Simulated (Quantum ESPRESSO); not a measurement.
# InH (Pm-3m): from the cell to the phonon bands

How does InH (Pm-3m) vibrate, and is this structure a minimum?

Program: Quantum ESPRESSO 7.5. Level of theory: DFT LDA, scalar-relativistic, plane waves, PseudoDojo norm-conserving pseudopotentials. Results are calculated unless marked as measured.

This is a report of a sequence of runs, with most program output left out.

The structure was built from a prototype and need not be the compound's stable phase.

**1. The starting structure**

Symmetry: Pm-3m, No. 221, cubic system. Conventional cell: a = 3.242 Å, b = 3.242 Å, c = 3.242 Å, α = 90.00°, β = 90.00°, γ = 90.00°. Nearest to In lie 8 H at 2.81 Å. Nearest to H lie 8 In at 2.81 Å. Farther neighbours are not listed.

Structure file:

```
CELL_PARAMETERS angstrom
3.24240 0.00000 0.00000
0.00000 3.24240 0.00000
0.00000 0.00000 3.24240
ATOMIC_POSITIONS crystal
In 0.00000 0.00000 0.00000
H 0.50000 0.50000 0.50000
```

**2. A first look**

Before anything dear is run, a loose run with smearing shows whether this is a metal and how far the cell is from rest.

The input, probe.in:

```
 &control
    calculation='scf',
    prefix='x',
    outdir='./tmp',
    pseudo_dir='./pseudo',
    tprnfor=.true.,
    tstress=.true.,
    verbosity='high',
 /
 &system
    ibrav=1,
    celldm(1)=6.12724799,
    nat=2,
    ntyp=2,
    ecutwfc=74.0,
    occupations='smearing',
    smearing='gaussian',
    degauss=0.01,
 /
 &electrons
    conv_thr=1.0d-07,
    mixing_beta=0.7,
    electron_maxstep=100,
 /
ATOMIC_SPECIES
 In    114.8180  In.upf
 H       1.0080  H.upf
ATOMIC_POSITIONS crystal
 In     0.000000000   0.000000000   0.000000000
 H      0.500000000   0.500000000   0.500000000
K_POINTS automatic
 6 6 6 0 0 0
```

On the command line:

```
OMP_NUM_THREADS=1 mpirun -n 4 pw.x -nk 4 -in probe.in > probe.out
```

Wall time 2.5 s (4 MPI ranks of Intel Xeon 6975P-C (Granite Rapids), shared host); 8.8 s of CPU time.

Numbers from this step:

| Item | Value |
| --- | --- |
| volume per atom | 17.04 Å³ |
| pressure | -6.480 GPa |
| gap on the k-mesh | 0 eV |

No gap opens on this mesh, so smearing is kept; the start stands at -6.5 GPa.

**3. Relaxation**

The relaxation runs at a cutoff a fifth above that of the response, since stress converges more slowly with the basis than frequencies do. Forces and stress are brought to rest with tight thresholds.

The input, relax.in:

```
 &control
    calculation='vc-relax',
    prefix='x',
    outdir='./tmp',
    pseudo_dir='./pseudo',
    tprnfor=.true.,
    tstress=.true.,
    forc_conv_thr=2.0d-05,
    etot_conv_thr=1.0d-07,
    nstep=40,
 /
 &system
    ibrav=1,
    celldm(1)=6.12724799,
    nat=2,
    ntyp=2,
    ecutwfc=89,
    occupations='smearing',
    smearing='mv',
    degauss=0.02,
 /
 &electrons
    conv_thr=1.0d-11,
    mixing_beta=0.7,
    electron_maxstep=100,
 /
 &ions
 /
 &cell
    press_conv_thr=0.2,
 /
ATOMIC_SPECIES
 In    114.8180  In.upf
 H       1.0080  H.upf
ATOMIC_POSITIONS crystal
 In     0.000000000   0.000000000   0.000000000
 H      0.500000000   0.500000000   0.500000000
K_POINTS automatic
 12 12 12 0 0 0
```

On the command line:

```
OMP_NUM_THREADS=1 mpirun -n 4 pw.x -nk 4 -in relax.in > relax.out
```

The job ended after 47 s (4 MPI ranks; 3.1 min of CPU time).

Step by step:

```csv
step,energy less that of the first step (eV),largest force (eV/Å),pressure (GPa),volume (Å³)
1,0.0000,0.0000,-5.78,34.09
2,-0.0340,0.0000,-5.16,33.09
3,-0.0754,0.0000,-3.89,31.64
4,-0.1104,0.0000,-1.31,29.54
5,-0.1138,0.0000,0.22,28.58
6,-0.1139,0.0000,-0.01,28.71
7,-0.1139,0.0000,0.00,28.70
8,-0.1138,0.0000,0.01,28.70
```

```csv
"conventional cell, symmetrised",before,after,change
a (Å),3.242,3.062,-5.6 %
b (Å),3.242,3.062,-5.6 %
c (Å),3.242,3.062,-5.6 %
volume (Å³/atom),17.04,14.35,-15.8 %
```

The relaxed structure:

```
In H
1.0
     3.06184    0.00000    0.00000
     0.00000    3.06184    0.00000
     0.00000    0.00000    3.06184
In H
1 1
Cartesian
  0.0000 0.0000 0.0000
  1.5309 1.5309 1.5309
```

The last row of the table of steps is pw.x's closing run on a basis chosen anew for the final cell, so its energy can jump.

Read from the output:

| Item | Value |
| --- | --- |
| volume per atom | 14.35 Å³ |
| pressure | 0.009 GPa |

The volume changes by -15.8 % from the cell with which this run began.

**4. Self-consistent run for the response**

Perturbation theory inherits every error of the wavefunctions, so the threshold is set near the limit of the arithmetic. Smearing stays on, as the first look found no gap above 0.3 eV.

The input, scf.in:

```
 &control
    calculation='scf',
    prefix='x',
    outdir='./tmp',
    pseudo_dir='./pseudo',
    tprnfor=.true.,
    tstress=.true.,
 /
 &system
    ibrav=1,
    celldm(1)=5.78603705,
    nat=2,
    ntyp=2,
    ecutwfc=74.0,
    occupations='smearing',
    smearing='mv',
    degauss=0.02,
 /
 &electrons
    conv_thr=1.0d-12,
    mixing_beta=0.7,
    electron_maxstep=100,
 /
ATOMIC_SPECIES
 In    114.8180  In.upf
 H       1.0080  H.upf
ATOMIC_POSITIONS crystal
 In     0.000000000   0.000000000   0.000000000
 H      0.500000000   0.500000000   0.500000000
K_POINTS automatic
 12 12 12 0 0 0
```

On the command line:

```
OMP_NUM_THREADS=1 mpirun -n 4 pw.x -nk 4 -in scf.in > scf.out
```

Elapsed: 4.4 s, on 4 MPI ranks; 17 s of CPU time.

Read from the output:

* pressure: -0.006000 GPa

The cell stands at -0.0060 GPa, close enough for phonons.

**5. Phonons on a q mesh**

Linear response treats each wavevector in the unit cell, with no supercell; the 4×4×4 mesh fixes the range of the force constants to be had.

The input, ph.in:

```
phonons
 &inputph
    prefix='x',
    outdir='./tmp',
    fildyn='x.dyn',
    tr2_ph=1.0d-18,
    alpha_mix(1)=0.4,
    nmix_ph=8,
    ldisp=.true.,
    nq1=4,
    nq2=4,
    nq3=4,
 /
```

On the command line:

```
OMP_NUM_THREADS=1 mpirun -n 4 ph.x -nk 4 -in ph.in > ph.out
```

The job ended after 33 min (4 MPI ranks; 2.2 h of CPU time).

Read from the output:

| Item | Value |
| --- | --- |
| largest acoustic frequency at the zone centre before the sum rule | -1.44 cm⁻¹ |
| highest optical zone-centre mode (no LO-TO term) | -521.7 cm⁻¹ |
| lowest optical zone-centre mode | -521.7 cm⁻¹ |
| lowest mode on the q mesh (acoustic ones at the zone centre apart) | -521.7 cm⁻¹ |

Frequencies (cm⁻¹) at each irreducible wavevector; negative means imaginary. Frequencies by wavevector:

```csv
q (fractions),star,mode 1,mode 2,mode 3,mode 4,mode 5,mode 6
0 0 0,1,-521.7,-521.7,-521.7,-1.44,-1.44,-1.44
0 0 0.25,6,-322.1,-322.1,-35.41,-35.41,95.54,153
0 0 -0.5,3,-214,-184.2,-184.2,-65.46,-65.46,135.4
0 0.25 0.25,12,-463.1,-79.73,69.87,79.11,88.94,126
0 0.25 -0.5,12,-426.4,-161.1,-67.31,72.86,126,222.6
0 -0.5 -0.5,3,-432.1,-432.1,-69.48,117,117,313.1
0.25 0.25 0.25,8,-421.8,-421.8,70.09,70.09,70.56,157.6
0.25 0.25 -0.5,12,-415.2,-355.4,-184.7,45.24,68.89,119.3
0.25 -0.5 -0.5,6,-416.4,-416.4,-156.2,33.4,109,109
-0.5 -0.5 -0.5,1,-294.8,-294.8,-294.8,98.48,98.48,98.48
```

The acoustic modes at Γ come out as far as 1.4 cm⁻¹ from zero, where they should vanish, a small numerical error. The lowest optical mode is imaginary, 522i cm⁻¹, an instability at this level and on this k mesh.

**6. Force constants in real space**

The dynamical matrices of the mesh are Fourier-transformed to force constants in real space.

The input, q2r.in:

```
 &input
    fildyn='x.dyn',
    zasr='simple',
    flfrc='x.fc',
 /
```

On the command line:

```
q2r.x < q2r.in > q2r.out
```

Wall time 0.74 s (1 thread).

**7. Interpolated phonon bands**

From the force constants any wavevector is cheap; points of the mesh come back as solved, but for the sum rule and, in polar crystals, the LO-TO term at Γ; the rest is interpolation.

The input, matdyn.in:

```
 &input
    asr='simple',
    flfrc='x.fc',
    flfrq='x.freq',
    flvec='x.modes',
    q_in_band_form=.true.,
    q_in_cryst_coord=.true.,
 /
8
  0.0000000   0.0000000   0.0000000  12  ! GAMMA
  0.0000000   0.5000000   0.0000000  12  ! X
  0.5000000   0.5000000   0.0000000  12  ! M
  0.0000000   0.0000000   0.0000000  12  ! GAMMA
  0.5000000   0.5000000   0.5000000  12  ! R
  0.0000000   0.5000000   0.0000000   1  ! X
  0.5000000   0.5000000   0.5000000  12  ! R
  0.5000000   0.5000000   0.0000000   1  ! M
```

On the command line:

```
matdyn.x -in matdyn.in > matdyn.out
```

It took 0.69 s on 1 thread.

This step gave:

```yaml
lowest_frequency_on_the_path: -521.7 cm⁻¹
```

Matdyn.x, sum rule simple. The phonon branches at the labelled points (cm⁻¹):

```csv
point,branch 1,branch 2,branch 3,branch 4,branch 5,branch 6
Γ,-522,-522,-522,0,0,0
halfway,-322,-322,-35,-35,96,153
X,-214,-184,-184,-65,-65,135
halfway,-426,-161,-67,73,126,222
M,-432,-432,-70,117,117,313
halfway,-463,-80,70,79,89,126
Γ,-522,-522,-522,0,0,0
halfway,-422,-422,70,70,71,158
R,-295,-295,-295,98,98,98
halfway,-415,-356,-185,45,69,119
X,-214,-184,-184,-65,-65,135
jump to R,-295,-295,-295,98,98,98
halfway,-416,-416,-156,33,109,109
M,-432,-432,-70,117,117,313
```

Force constants by pair (phonopy on the run's constants); pairs near half the supercell's span include their periodic images. Pair force constants, by row:

```csv
atom,neighbour,distance (Å),third of the trace (eV/Å²),along the pair's line (eV/Å²)
In1,itself,0,2.009,–
In1,H,2.652,0.0937,0.2055
In1,In,3.062,-0.3889,-1.862
In1,In,4.33,-0.0406,-0.2069
In1,H,5.077,-0.0104,0.0028
In1,In,5.303,-0.0047,-0.0405
In1,In,6.124,0.0217,0.0619
In1,H,6.673,0.0212,0.0432
In1,In,6.846,-0.0062,-0.036
H2,itself,0,-0.3162,–
H2,In,2.652,0.0937,0.2055
H2,H,3.062,0.0178,0.1281
H2,H,4.33,-0.0223,-0.107
H2,In,5.077,-0.0104,0.0028
H2,H,5.303,-0.0199,-0.049
H2,H,6.124,0.015,-0.0313
H2,In,6.673,0.0212,0.0432
H2,H,6.846,-0.0181,-0.0354
```

Mode patterns, pair constants, displacements and means over the zone were worked out by phonopy from the force constants of q2r.x.

The path dips to 522i cm⁻¹.

**8. Sums over the zone**

Sums over the zone need many more wavevectors than were solved, so the interpolation is sampled on a dense mesh.

The input, matdyn.in:

```
 &input
    asr='simple',
    flfrc='x.fc',
    dos=.true.,
    fldos='x.dos',
    nk1=15,
    nk2=15,
    nk3=15,
    deltaE=1.0,
 /
```

On the command line:

```
matdyn.x -in matdyn.in > matdyn.out
```

Run time: 6.6 s. Hardware: 1 thread.

This step gave:

- share of modes beyond 3i cm⁻¹ on the dense interpolated mesh: 0.513

The phonon density of states has structure finer than the step of the table below, so its rows give means over 20 cm⁻¹, whole bins alone (the curve runs from -522 to 308 cm⁻¹). Peaks (cm⁻¹: height): total -441.7: 0.0199, -66.7: 0.0211, 108.3: 0.0386, 133.3: 0.0120; H -441.7: 0.0198, 178.3: 0.0066; In -66.7: 0.0196, 108.3: 0.037, 133.3: 0.00914.

Tetrahedra. The phonon density of states by wavenumber; means over each step; values in 1/cm⁻¹/cell:

```csv
wavenumber (cm⁻¹),total,H,In
-500,1.9e-4,1.9e-4,0
-480,4.5e-4,4.5e-4,8.4e-7
-460,0.00550,0.00546,3.5e-5
-440,0.0170,0.0169,1.0e-4
-420,0.0128,0.0127,8.4e-5
-400,0.0106,0.0105,6.3e-5
-380,0.00976,0.00971,5.3e-5
-360,0.00681,0.00676,5.0e-5
-340,0.00562,0.00557,5.0e-5
-320,0.00475,0.00471,5.0e-5
-300,0.00444,0.00439,5.0e-5
-280,0.00502,0.00497,5.2e-5
-260,0.00447,0.00441,6.0e-5
-240,0.00424,0.00417,6.7e-5
-220,0.00389,0.00381,8.0e-5
-200,0.00353,0.00342,1.1e-4
-180,0.00371,0.00354,1.7e-4
-160,0.00344,0.00320,2.4e-4
-140,0.00270,0.00239,3.2e-4
-120,0.00244,0.00203,4.2e-4
-100,0.00222,0.00161,6.1e-4
-80,0.00326,0.00140,0.00186
-60,0.0166,0.00150,0.0151
-40,0.0115,0.00119,0.0103
-20,0.00695,6.7e-4,0.00628
0,0.00629,5.0e-4,0.00580
20,0.00788,4.6e-4,0.00743
40,0.0106,5.2e-4,0.0101
60,0.0155,7.3e-4,0.0148
80,0.0194,8.7e-4,0.0185
100,0.0323,0.00134,0.0309
120,0.0225,0.00169,0.0208
140,0.00780,0.00359,0.00421
160,0.00660,0.00545,0.00115
180,0.00643,0.00612,3.1e-4
200,0.00543,0.00535,8.4e-5
220,0.00262,0.00260,1.9e-5
240,0.00173,0.00173,2.9e-6
260,0.00145,0.00145,0
280,0.00123,0.00122,0
```

**9. Zone-centre analysis**

A rigid shift of the crystal must cost nothing, but grids and finite bases break this; the acoustic sum rule is imposed before the matrix is diagonalised again.

The input, dynmat.in:

```
 &input
    fildyn='x.dyn1',
    asr='simple',
    fileig='dynmat.eig',
 /
```

On the command line:

```
dynmat.x -in dynmat.in > dynmat.out
```

Elapsed: 0.71 s, on 1 thread.

Unit eigenvectors of the mass-weighted matrix after the sum rule; no LO-TO term. The modes at Γ (shares of kinetic energy by element, %) (negative means imaginary):

```csv
mode,frequency (cm⁻¹),In %,H %
1,-521.7,1,99
2,-521.7,1,99
3,-521.7,1,99
4,0.0,99,1
5,0.0,99,1
6,0.0,99,1
```

Displacements in mode 3 (-521.7 cm⁻¹), the largest set to 1:
```
In1  0.00  0.00 -0.01
H2   0.00  0.00  1.00
```

The rule moves no optical mode by more than 0.1 cm⁻¹.

**10. Sum rules set otherwise: a sum rule for molecules or wires on a crystal**

This rule also removes rotations, which suits wires and not a crystal; it is tried to see the harm.

The input, dynmat.in:

```
 &input
    fildyn='x.dyn1',
    asr='one-dim',
    fileig='dynmat.eig',
 /
```

On the command line:

```
dynmat.x -in dynmat.in > dynmat.out
```

Wall time 0.68 s (1 thread).

The program raised no error, yet the settings are not those of a careful run.

The fault: a sum rule for molecules or wires on a crystal; 1 optical mode is projected out to zero frequency, as if it were a rotation.

For a crystal the rule has to be 'simple' or 'crystal'.

Zone-centre frequencies as printed; negative means imaginary. Modes:

```csv
mode,frequency (cm⁻¹)
1,-521.8
2,-521.8
3,0
4,0
5,0
6,0
```

**11. Sum rules set otherwise (asr crystal)**

The rule can be imposed in more than one way; the choices should agree where the raw error is small.

The input, dynmat.in:

```
 &input
    fildyn='x.dyn1',
    asr='crystal',
    fileig='dynmat.eig',
 /
```

On the command line:

```
dynmat.x -in dynmat.in > dynmat.out
```

It took 0.67 s on 1 thread.

This step gave:

```
highest optical zone-centre mode (no LO-TO term) : -521.8 cm⁻¹
lowest optical zone-centre mode                  : -521.8 cm⁻¹
```

Zone-centre frequencies as printed; negative means imaginary. Modes:

```csv
mode,frequency (cm⁻¹)
1,-521.8
2,-521.8
3,-521.8
4,0
5,0
6,0
```

Against the first rule no mode moves by more than 0.1 cm⁻¹.

**12. The dispersion under another sum rule (asr crystal)**

The sum rule corrects the force constants themselves, so it can shift branches at any wavevector, low ones most.

The input, matdyn.in:

```
 &input
    asr='crystal',
    flfrc='x.fc',
    flfrq='x.freq',
    flvec='x.modes',
    q_in_band_form=.true.,
    q_in_cryst_coord=.true.,
 /
8
  0.0000000   0.0000000   0.0000000   8  ! GAMMA
  0.0000000   0.5000000   0.0000000   8  ! X
  0.5000000   0.5000000   0.0000000   8  ! M
  0.0000000   0.0000000   0.0000000   8  ! GAMMA
  0.5000000   0.5000000   0.5000000   8  ! R
  0.0000000   0.5000000   0.0000000   1  ! X
  0.5000000   0.5000000   0.5000000   8  ! R
  0.5000000   0.5000000   0.0000000   1  ! M
```

On the command line:

```
matdyn.x -in matdyn.in > matdyn.out
```

It took 0.67 s on 1 thread.

At the labelled points the branches move by no more than 0.2 cm⁻¹.

**13. Outcome**

```
space group after relaxation                                       : Pm-3m
volume per atom                                                    : 14.4 Å³
highest optical zone-centre mode (no LO-TO term)                   : -521.7 cm⁻¹
q mesh                                                             : 4×4×4
lowest mode on the q mesh (acoustic ones at the zone centre apart) : -521.7 cm⁻¹
imaginary modes on the q mesh                                      : yes
```

In words: InH (Pm-3m) is unstable: a mode solved on the 4×4×4 mesh is imaginary, 522i cm⁻¹; its spectrum reaches 313 cm⁻¹. At the LDA level the optical modes of InH (Pm-3m) at the zone centre lie at 522i cm⁻¹, so the structure is a saddle point, with 3 modes beyond 10i cm⁻¹ there. The most unstable solved mode lies at the zone centre, but modes at other wavevectors are imaginary too, so the distortion may enlarge the cell. These are harmonic frequencies at zero temperature: anharmonic shifts and linewidths and thermal expansion are left out. In a metal the frequencies hang on the k mesh and the smearing, most of all near Kohn anomalies. The structure is a hypothetical one, built on a prototype.

[Host names and launcher messages were left out of these logs when they were recorded.]

[Logs are printed without paths, hosts, clocks, repeated set-up lines and the standing remarks that a program may print on its own settings, such as how far it seeks lower states.]

[Hosts, paths, dates, database ids (printed as entryN), source tags and the programs' standing remarks are cut or masked in the printed files.]
